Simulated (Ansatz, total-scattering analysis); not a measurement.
## Assigning the peaks of a pair distribution function

The sample: CaAl2O4 (Ca 14.3, Al 28.6, O 57.1 atom %) at 2200 K, fixed volume (mean pressure 2.5 GPa), ρ₀ = 0.0720 Å⁻³. The data come from ab initio molecular dynamics with Ansatz (PBE, plane waves, PAW set soft_1, Langevin thermostat, no spin, fixed volume). The average runs over 3.3 ps of 119 atoms, so shells between rare elements are rough. Mean temperature 2154 K, largest m.s.d. 2.45 Å², energy drift -21 meV an atom (last third less first, no steady trend), Langevin friction 2 ps⁻¹; the first quarter of the run is discarded. Start: last frame of a classical run of this cell at the same density and temperature. So short a stretch relaxes bonds and nearest shells but still remembers its start. It is a slowly flowing liquid in this small cell, which says little of the real melt's fluidity.

The totals are in Faber–Ziman form. Below 4 Å⁻¹ the partials are summed on the cell's own reciprocal vectors (from 0.53 Å⁻¹) and folded with a Gaussian of σ = 0.12 Å⁻¹; above it they are transforms of g(r) out to 8.0 Å, tapered over the last 40 %. The fold lowers sharp peaks, and with so few vectors their positions are good to about 0.1 Å⁻¹. X-rays take neutral-atom form factors, neutrons coherent lengths (Ca 4.7, Al 3.449, O 5.8037 fm). G(r) = 4πrρ₀[g(r) − 1] carries the resolution of a Lorch-windowed transform up to 20 Å⁻¹. The patterns are simulated, not measured. The cell is small: beyond half the box only the part of each shell inside it is counted, and low-Q values rest on few vectors.

```tsv
Q (Å⁻¹)	X-ray	neutron
0.6	-0.01	0.15
0.9	0.02	0.13
1.2	0.12	0.23
1.5	0.34	0.35
1.8	0.69	0.53
2.1	0.99	0.62
2.4	0.93	0.83
2.7	0.85	1.26
3.0	0.84	1.03
3.3	0.86	0.89
3.6	0.97	0.89
3.9	1.14	0.99
4.2	1.24	1.11
4.5	1.24	1.21
4.8	1.12	1.22
5.1	0.96	1.09
5.4	0.88	0.93
5.7	0.89	0.86
6.0	0.93	0.86
6.3	0.96	0.89
6.6	0.97	0.95
6.9	0.99	1.01
7.2	1.01	1.06
7.5	1.03	1.06
7.8	1.05	1.06
8.1	1.05	1.05
8.4	1.04	1.03
8.7	1.02	1.01
9.0	0.99	0.99
9.3	0.97	0.97
9.6	0.95	0.95
9.9	0.96	0.96
10.2	0.98	0.97
10.5	1.00	0.99
10.8	1.01	1.01
11.1	1.02	1.03
11.4	1.03	1.03
11.7	1.03	1.03
12.0	1.02	1.02
```

G(r):

```csv
r (Å),X-ray,neutron
1.0,-0.91,-0.90
1.1,-1.02,-0.99
1.2,-1.10,-1.07
1.3,-1.17,-1.17
1.4,-1.19,-1.25
1.5,-0.96,-1.07
1.6,-0.27,-0.35
1.7,0.58,0.56
1.8,0.90,0.91
1.9,0.53,0.47
2.0,-0.10,-0.27
2.1,-0.48,-0.72
2.2,-0.58,-0.80
2.3,-0.64,-0.74
2.4,-0.71,-0.59
2.5,-0.75,-0.32
2.6,-0.70,0.07
2.7,-0.55,0.49
2.8,-0.26,0.82
2.9,0.08,0.99
3.0,0.40,0.93
3.1,0.64,0.73
3.2,0.75,0.45
3.3,0.71,0.16
3.4,0.56,-0.09
3.5,0.38,-0.28
3.6,0.22,-0.38
3.7,0.11,-0.41
3.8,0.03,-0.40
3.9,-0.02,-0.37
4.0,-0.04,-0.32
4.1,-0.02,-0.23
4.2,0.04,-0.11
4.3,0.09,0.00
4.4,0.11,0.07
4.5,0.08,0.11
4.6,0.02,0.12
4.7,-0.03,0.12
4.8,-0.06,0.15
4.9,-0.07,0.19
5.0,-0.08,0.22
5.1,-0.10,0.24
5.2,-0.10,0.26
5.3,-0.08,0.28
5.4,-0.03,0.28
5.5,0.01,0.25
5.6,0.03,0.19
5.7,0.03,0.10
5.8,0.02,-0.01
5.9,0.01,-0.12
6.0,0.01,-0.20
```

**Question.** Which pairs make the maxima of G(r) below 4.5 Å, and what can the data say of the number of neighbours?

Each pair enters with the weight ci cj fi fj (2 − δij)/⟨f⟩², taking f = Z for X-rays at Q = 0: O–O 0.17 / 0.44; Al–O 0.27 / 0.26; Ca–O 0.21 / 0.18; Ca–Al 0.17 / 0.05; Al–Al 0.11 / 0.04; Ca–Ca 0.07 / 0.02 (X-ray / neutron).

| radiation | maximum (Å) | G (Å⁻²) | pairs that make it (share of the curvature of G, each pair at the same resolution) |
| --- | --- | --- | --- |
| X-ray | 1.79 | 0.92 | Al–O 100 % |
| X-ray | 3.23 | 0.75 | Al–Al 49 %, Ca–Al 44 % |
| X-ray | 4.39 | 0.11 | Al–O 81 %, Ca–Ca 12 % |
| neutron | 1.79 | 0.93 | Al–O 100 % |
| neutron | 2.92 | 0.99 | O–O 97 % |

The first shell (Al–O, 1.76 Å) shares its range with Ca–O (2.26 Å), whose foot makes its area a rough count only. The maxima can be assigned, but 2 totals can't separate 6 partials, so the counts below come from the model itself.

From the coordinates:

| pair | first peak (Å) | g there | first minimum (Å) | g there | neighbours |
| --- | --- | --- | --- | --- | --- |
| Al–O | 1.76 | 7.6 | 2.62 | 0.15 | 4.2 O per Al, 2.1 Al per O |
| Ca–O | 2.26 | 2.8 | 3.54 | 0.61 | 7.2 O per Ca, 1.8 Ca per O |
| O–O | 2.85 | 2.4 | 4.02 | 0.66 | 10.6 |
| Al–Al | 3.15 | 2.5 | 3.96 | 0.52 | 5.4 |
| Ca–Al | 3.23 | 2.3 | 4.64 | 0.63 | 8.7 Al per Ca, 4.4 Ca per Al |
| Ca–Ca | 3.67 | 1.8 | 4.84 | 0.79 | 4.2 |

Bonded neighbours (only these pairs count: cutoffs Ca–O 3.54 Å, Al–O 2.62 Å): Ca: 5 4.3 %, 6 22 %, 7 35 %, 8 27 %, 9 10 %, 10 1.6 %; Al: 3 0.6 %, 4 75 %, 5 23 %, 6 1.2 %; O: 2 0.9 %, 3 26 %, 4 55 %, 5 16 %, 6 2.2 %. For Ca–O g doesn't fall to zero at the cutoff, so those shares hang on where it is put. Oxygen by network formers bound (Si, B, P, Ge and Al count): one 15 %, two 59 %, three or more 26 %. O–Al–O peak at 106°, Al–O–Al peak at 116° and O–Ca–O peak at 64°. These counts come from 15 frames.

Anions around each cation, with the position of the first peak: Ca 7.2 (Ca–O 2.26 Å, to 3.54 Å, a soft count) and Al 4.2 (Al–O 1.76 Å, to 2.62 Å). The weights that differ most between the probes (X-ray, neutron): O–O 0.17 and 0.44, Ca–Al 0.17 and 0.05 and Al–Al 0.11 and 0.04. At 2.67 Å⁻¹ neutrons show a peak (1.26) where X-rays give 0.86: term by term, w(S − 1) with f = Z as a rough X-ray weight: O–O +0.69 against +0.26, Al–Al +0.05 against +0.15 and Ca–Ca -0.01 against -0.05 (neutron against X-ray).

[Logs are printed without paths, hosts, clocks, repeated set-up lines and the standing remarks that a program may print on its own settings, such as how far it seeks lower states.]
